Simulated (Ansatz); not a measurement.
**Te2As (built on the sites of a database entry of BiO2): from the cell to its phonons**

Aim: the vibrations of Te2As (built on the sites of a database entry of BiO2), their spectra, and whether the structure is stable.

Method: DFT LDA, scalar-relativistic, plane waves, PAW, in Ansatz 0.2.0.

Most raw output is cut from this account.

The structure was built from a prototype and need not be the compound's stable phase.

**1. The structure**

The structure is cubic, space group Fm-3m (No. 225). Conventional cell: a = 6.464 Å, b = 6.464 Å, c = 6.464 Å, α = 90.00°, β = 90.00°, γ = 90.00°. Nearest to As lie 8 Te at 2.80 Å. Te has 4 As at 2.80 Å nearest. Farther neighbours and most contacts between anions are not listed.

**2. Rough relaxation**

The start is far from rest, so a relaxation with loose tolerances brings it close first.

input.yaml

```yaml
crystal:
  lattice:
    - [0.0, 3.23219, 3.23219]
    - [3.23219, 0.0, 3.23219]
    - [3.23219, 3.23219, 0.0]
  atoms:
    - { symbol: As, position: [0.0, 0.0, 0.0] }
    - { symbol: Te, position: [0.75, 0.75, 0.75] }
    - { symbol: Te, position: [0.25, 0.25, 0.25] }
kpoints:
  mp_grid: { grid: [6, 6, 6] }
hamiltonian:
  xc: lda
scf:
  occupations: { method: gaussian, width: 0.1 }
output:
  forces: true
  stress: true
  eigenvalues: true
relax:
  adjacent_minimum: "off"
  f_tol: 0.05
  max_steps: 80
  cell: { stress_tol: 0.5 }
```

Launch:

```bash
$ ansatz run input.yaml --threads 8 --pin off --max-ram 14336MiB --backend cpu --events-out ev --progress --plain --runs-dir out
```

Run time: 2 s. Hardware: 8 threads of Arm Neoverse V1, shared host; peak memory 0.34 GiB; 12 s of CPU time.

Relaxation path:

```csv
step,energy less that of the first step (eV),largest force component (eV/Å),pressure (GPa),volume (Å³)
1,0.0000,0.0000,19.27,67.53
2,-0.7181,0.0000,4.51,77.90
3,-0.7814,0.0000,1.03,81.72
4,-0.7852,0.0000,0.10,82.92
5*,-0.7895,0.0000,0.11,82.92
```

Relaxation steps marked * repeat the geometry before them on a plane-wave basis chosen anew for their cell, so energy and pressure can jump there.

Forces are held to the 48 operations that the run works with; a distortion that breaks them can't arise in this run.

```
conventional cell, symmetrised  before  after   change
                         a (Å)   6.464  6.922   +7.1 %
                         b (Å)   6.464  6.922   +7.1 %
                         c (Å)   6.464  6.922   +7.1 %
              volume (Å³/atom)   22.51  27.64  +22.8 %
```

Final coordinates:

```xyz
3
Lattice="0.0000 3.4611 3.4611 3.4611 0.0000 3.4611 3.4611 3.4611 0.0000" Properties=species:S:1:pos:R:3 pbc="T T T"
As    0.0000    0.0000    0.0000
Te    5.1917    5.1917    5.1917
Te    1.7306    1.7306    1.7306
```

Numbers from this step:

```
pressure          : 0.1145 GPa
volume per atom   : 27.64 Å³
gap on the k-mesh : 0 eV
```

In this step the volume went from 22.51 to 27.64 Å³/atom.

**3. Relaxation**

The cell and atoms are relaxed, since residual forces and stress would shift the frequencies.

input.yaml, the sections that differ from step 2:

```yaml
crystal:
  lattice:
    - [0.0, 3.4611082947, 3.4611082947]
    - [3.4611082947, 0.0, 3.4611082947]
    - [3.4611082947, 3.4611082947, 0.0]
  atoms:
    - { symbol: As, position: [0.0, 0.0, 0.0] }
    - { symbol: Te, position: [0.75, 0.75, 0.75] }
    - { symbol: Te, position: [0.25, 0.25, 0.25] }
kpoints:
  mp_grid: { grid: [10, 10, 10] }
relax:
  adjacent_minimum: "off"
  f_tol: 0.005
  max_steps: 80
  cell: { stress_tol: 0.05 }
# hamiltonian, scf, output: as in step 2
```

Elapsed: 4.2 s, on 8 threads; peak memory 0.45 GiB.

Relaxation path:

| step | energy less that of the first step (eV) | largest force component (eV/Å) | pressure (GPa) | volume (Å³) |
| --- | --- | --- | --- | --- |
| 1 | 0.0000 | 0.0000 | 0.36 | 82.92 |
| 2 | -0.0002 | 0.0000 | -0.20 | 83.72 |
| 3 | -0.0005 | 0.0000 | 0.00 | 83.44 |
| 4* | -0.0006 | 0.0000 | 0.00 | 83.44 |

Relaxation steps marked * repeat the geometry before them on a plane-wave basis chosen anew for their cell, so energy and pressure can jump there.

The run keeps the 48 symmetry operations that it works with, so distortions that break them were not tested.

```csv
"conventional cell, symmetrised",before,after,change
a (Å),6.922,6.936,+0.2 %
b (Å),6.922,6.936,+0.2 %
c (Å),6.922,6.936,+0.2 %
volume (Å³/atom),27.64,27.81,+0.6 %
```

Final coordinates:

```xyz
3
Lattice="0.0000 3.4682 3.4682 3.4682 0.0000 3.4682 3.4682 3.4682 0.0000" Properties=species:S:1:pos:R:3 pbc="T T T"
As    0.0000    0.0000    0.0000
Te    5.2023    5.2023    5.2023
Te    1.7341    1.7341    1.7341
```

This step gave:

```yaml
pressure: -0.002084 GPa
volume_per_atom: 27.81 Å³
```

In this step the volume went from 27.64 to 27.81 Å³/atom.

**4. Relaxing to small forces for the phonons**

Phonons need a cell at rest on their own settings, so the relaxation is repeated with tight tolerances on forces and stress on the k mesh and occupations of the first response run.

input.yaml, the sections that differ from step 3:

```yaml
crystal:
  lattice:
    - [0.0, 3.4682328996, 3.4682328996]
    - [3.4682328996, 0.0, 3.4682328996]
    - [3.4682328996, 3.4682328996, 0.0]
  atoms:
    - { symbol: As, position: [0.0, 0.0, 0.0] }
    - { symbol: Te, position: [0.75, 0.75, 0.75] }
    - { symbol: Te, position: [0.25, 0.25, 0.25] }
scf:
  occupations: { method: methfessel_paxton, width: 0.15 }
relax:
  adjacent_minimum: "off"
  f_tol: 0.001
  max_steps: 60
  cell: { stress_tol: 0.01 }
# kpoints, hamiltonian, output: as in step 3
```

Wall time 2.2 s (8 threads); peak memory 0.43 GiB; 15 s of CPU time.

Little changed from the start: no atom moved by 0.005 Å and no cell edge by 0.1 %.

This step gave:

| Quantity | Value |
| --- | --- |
| pressure | -0.009696 GPa |

The forces vanish by symmetry and the pressure is -0.010 GPa, within the tolerances set. The cell now holds 27.81 Å³/atom.

**5. Zone-centre response**

The zone centre comes first: it holds the modes that light can see, as far as symmetry allows. No field response is asked, since the mesh shows no gap.

Changes to input.yaml since step 4:

```diff
@@ -16,9 +16,4 @@
 output:
-  forces: true
-  stress: true
   eigenvalues: true
-relax:
-  adjacent_minimum: "off"
-  f_tol: 0.001
-  max_steps: 60
-  cell: { stress_tol: 0.01 }
+phonons:
+  method: dfpt
```

Elapsed: 11 s, on 8 threads; peak memory 1 GiB; 81 s of CPU time.

This step gave:

```
sum-rule residual before enforcement                    : 4.45e-5 eV/Å²
point group                                             : m-3m
highest optical mode at the zone centre (no LO-TO term) : 84.47 cm⁻¹
lowest optical zone-centre mode                         : 50.11 cm⁻¹
```

Patterns of degenerate modes are one choice out of their space. The modes at Γ (shares of kinetic energy by element, %):

```csv
mode,frequency (cm⁻¹),symmetry,As %,Te %
1,0.0,acoustic,23,77
2,0.0,acoustic,23,77
3,0.0,acoustic,23,77
4,50.1,T1u,77,23
5,50.1,T1u,77,23
6,50.1,T1u,77,23
7,84.5,T2g,0,100
8,84.5,T2g,0,100
9,84.5,T2g,0,100
```

Displacements in mode 4 (50.1 cm⁻¹), the largest set to 1:
```
As1  0.00  0.00  1.00
Te2  0.00  0.00 -0.29
Te3  0.00  0.00 -0.29
```

Displacements in mode 8 (84.5 cm⁻¹), the largest set to 1:
```
As1  0.00  0.00  0.00
Te2  0.00 -0.58 -1.00
Te3  0.00  0.58  1.00
```

Before it was imposed, the acoustic sum rule was missed by 4.4e-5 eV/Å². Small misses are needed for a sound result but don't prove that mesh and cutoff are converged. The lowest optical mode is real, 50.1 cm⁻¹.

**6. Response at finite wavevector**

Stability and thermal properties need the whole zone. Linear response on a 2×2×2 q mesh gives force constants as far as a supercell of that size would.

Changes to input.yaml since step 5:

```diff
@@ -19 +19,8 @@
   method: dfpt
+  qmesh: [2, 2, 2]
+  temperatures: { t_max: 1000, t_step: 50 }
+  qpath:
+    path:
+      - [[0.0, 0.0, 0.0], [0.5, 0.0, 0.5], [0.625, 0.25, 0.625]]
+      - [[0.375, 0.375, 0.75], [0.0, 0.0, 0.0], [0.5, 0.5, 0.5], [0.5, 0.25, 0.75], [0.5, 0.0, 0.5]]
+    npoints: 10
```

Run time: 52 s. Hardware: 8 threads; peak memory 1.8 GiB.

This step gave:

- sum-rule residual before enforcement: 4.79e-5 eV/Å²
- lowest frequency on the path: -72.46 cm⁻¹
- highest frequency on the path or at a solved wavevector: 108.3 cm⁻¹
- lowest mode on the q mesh (acoustic modes at Γ apart): -72.46 cm⁻¹

Frequencies (cm⁻¹) solved at each irreducible wavevector; negative means imaginary. Frequencies by wavevector, by row:

| q in reciprocal lattice units | star | mode 1 | mode 2 | mode 3 | mode 4 | mode 5 | mode 6 | mode 7 | mode 8 | mode 9 |
| --- | --- | --- | --- | --- | --- | --- | --- | --- | --- | --- |
| 0 0 0 | 1 | 0 | 0 | 0 | 50.1 | 50.1 | 50.1 | 84.5 | 84.5 | 84.5 |
| 0 0 -0.5 | 4 | -51.2 | -38.3 | -38.3 | 25.7 | 25.7 | 49.3 | 49.3 | 75 | 92 |
| 0 -0.5 -0.5 | 3 | -72.5 | -61.2 | -61.2 | 43.5 | 43.5 | 62.9 | 87 | 87 | 108.3 |

Interpolated from a 2×2×2 q mesh. Phonon branches along the path, in cm⁻¹:

```csv
point,branch 1,branch 2,branch 3,branch 4,branch 5,branch 6,branch 7,branch 8,branch 9
Γ,0,0,0,50,50,50,84,84,84
halfway,-36,-36,22,29,29,53,76,84,84
X,-72,-61,-61,44,44,63,87,87,108
halfway,-70,-60,-59,37,39,62,85,88,106
U,-62,-55,-53,16,27,61,78,88,101
jump to K,-62,-55,-53,16,27,61,78,88,101
halfway,-37,-20,12,13,47,48,67,71,87
Γ,0,0,0,50,50,50,84,84,84
halfway,2,6,6,33,33,57,67,67,86
L,-51,-38,-38,26,26,49,49,75,92
halfway,-53,-48,-36,-28,-9,63,64,85,94
W,-61,-47,-46,-27,-27,71,71,94,98
halfway,-66,-61,-54,25,36,63,82,89,104
X,-72,-61,-61,44,44,63,87,87,108
```

The phonon density of states has structure finer than the step of the table below, so its rows give means over 5 cm⁻¹, whole bins alone (the curve runs from -73 to 109 cm⁻¹). Peaks (cm⁻¹: height): -51.0: 0.130, 27.0: 0.0702, 63.0: 0.0973, 87.0: 0.144.

Tetrahedra on a 16×16×16 mesh, mean over bins of 2 cm-1. Interpolated from a 2×2×2 q mesh. Phonon density of states against wavenumber; means over each step:

```csv
wavenumber (cm⁻¹),phonon density of states (1/cm⁻¹/cell)
-70,0.00496
-65,0.0125
-60,0.0518
-55,0.0842
-50,0.112
-45,0.0747
-40,0.0651
-35,0.0496
-30,0.0398
-25,0.0406
-20,0.0313
-15,0.0243
-10,0.0201
-5,0.0188
0,0.0191
5,0.0211
10,0.0298
15,0.0443
20,0.0503
25,0.0627
30,0.0558
35,0.0389
40,0.0326
45,0.0214
50,0.0501
55,0.0568
60,0.0765
65,0.0772
70,0.0633
75,0.0701
80,0.0761
85,0.120
90,0.0971
95,0.0636
100,0.0313
105,0.0114
```

The partial phonon density of states has structure finer than the step of the table below, so its rows give means over 10 cm⁻¹, whole bins alone (the curve runs from -81.7 to 121 cm⁻¹). Peaks (cm⁻¹: height): As -49.8: 0.0695, 11.3: 0.0143, 61.0: 0.0275, 91.6: 0.0159; Te -49.8: 0.0444, 21.5: 0.0521, 86.5: 0.116.

Phonopy on the run's constants, 15x15x15 mesh, Gaussian sigma 2.0 cm-1. Interpolated from a 2×2×2 q mesh. Partial phonon density of states against wavenumber; means over each step; values in 1/cm⁻¹/cell:

```csv
wavenumber (cm⁻¹),As,Te
-70,1.9e-4,0.00551
-60,0.0317,0.0188
-50,0.0623,0.0347
-40,0.0428,0.0199
-30,0.0282,0.0166
-20,0.0181,0.0158
-10,0.0101,0.0127
0,0.00105,0.00340
10,0.0105,0.0208
20,0.0122,0.0456
30,0.0104,0.0430
40,0.00787,0.0248
50,0.0127,0.0319
60,0.0213,0.0529
70,0.00796,0.0578
80,0.00558,0.0780
90,0.0141,0.0841
100,0.00302,0.0306
110,3.3e-5,0.00308
```

Symmetry leaves 3 wavevectors to solve. The lowest mode among them, the acoustic zeros apart, lies at q = (0, -0.5, -0.5) and is imaginary, 72.5i cm⁻¹, so the energy falls along it.

**7. Another isotope**

An isotope changes the mass and not the force constants, so no new electronic calculation is needed; the shifts show which modes move this element.

The same force constants with the mass of Te changed from 127.600 to 129.906 u (phonopy, no LO-TO term). Both lists are sorted by frequency; levels can cross, so a row need not hold one and the same mode. Modes under 3 cm⁻¹ are left out. Isotope shifts, by row:

```csv
q,rank,natural mass (cm⁻¹),changed mass (cm⁻¹)
0 0 0,4,50.11,50.01
0 0 0,5,50.11,50.01
0 0 0,6,50.11,50.01
0 0 0,7,84.47,83.72
0 0 0,8,84.47,83.72
0 0 0,9,84.47,83.72
0 0 -0.5,1,-51.25,-51.04
0 0 -0.5,2,-38.26,-38.26
0 0 -0.5,3,-38.26,-38.26
0 0 -0.5,4,25.66,25.43
0 0 -0.5,5,25.66,25.43
0 0 -0.5,6,49.34,48.9
0 0 -0.5,7,49.34,48.9
0 0 -0.5,8,75.05,74.38
0 0 -0.5,9,91.95,91.49
0 -0.5 -0.5,1,-72.46,-71.81
0 -0.5 -0.5,2,-61.19,-61.14
0 -0.5 -0.5,3,-61.19,-61.14
0 -0.5 -0.5,4,43.5,43.11
0 -0.5 -0.5,5,43.5,43.11
0 -0.5 -0.5,6,62.92,62.92
0 -0.5 -0.5,7,86.98,86.28
0 -0.5 -0.5,8,86.98,86.28
0 -0.5 -0.5,9,108.3,107.3
```

A mode of this element alone would shift by -0.89 %. The highest zone-centre frequency without the field goes from 84.5 to 83.7 cm⁻¹ (-0.9 %). The product of the frequency ratios over all optical modes at Γ is 0.968; the product rule, (m/m′)^(3k/2) (M′/M)^(3/2) with k = 2 such atoms and M the mass of the cell, gives 0.968.

**8. What came out**

| Quantity | Value |
| --- | --- |
| space group after relaxation (within 0.01 Å) | Fm-3m |
| volume per atom | 27.8 Å³ |
| electronic character | no gap on this mesh |
| highest optical mode at the zone centre (no LO-TO term) | 84.5 cm⁻¹ |
| lowest optical zone-centre mode | 50.1 cm⁻¹ |
| lowest mode on the q mesh (acoustic modes at Γ apart) | -72.5 cm⁻¹ |
| highest frequency on the path or at a solved wavevector | 108 cm⁻¹ |
| imaginary modes on the 2×2×2 q mesh | yes |

In words: Modes are clearly imaginary (beyond 10i cm⁻¹) at 2 of the 3 irreducible wavevectors, most at q = (0, -0.5, -0.5) (72.5i cm⁻¹), so this structure is not a minimum of the energy. The optical modes at Γ span 50 to 84 cm⁻¹. The highest mode in this list at Γ, 84.5 cm⁻¹, is mostly motion of Te (100 % of the kinetic energy). With no gap, or one that is small against the smearing, the frequencies hang on the k mesh and the smearing, most of all near Kohn anomalies. The phonon runs are without spin polarisation, although the cell has an odd electron count. Spin-orbit coupling is left out, which can matter for the heavy elements here. A phonon run warned that its eigensolver left some bands unconverged in a pass. The starting cell was built on a prototype and not taken from a measurement, so the phase need not exist. These are harmonic frequencies at zero temperature: anharmonic shifts, linewidths and thermal expansion are left out.

[Logs are printed without paths, hosts, clocks, repeated set-up lines and the standing remarks that a program may print on its own settings, such as how far it seeks lower states.]

[Hosts, paths, dates, database ids (printed as entryN), source tags and the programs' standing remarks are cut or masked in the printed files.]
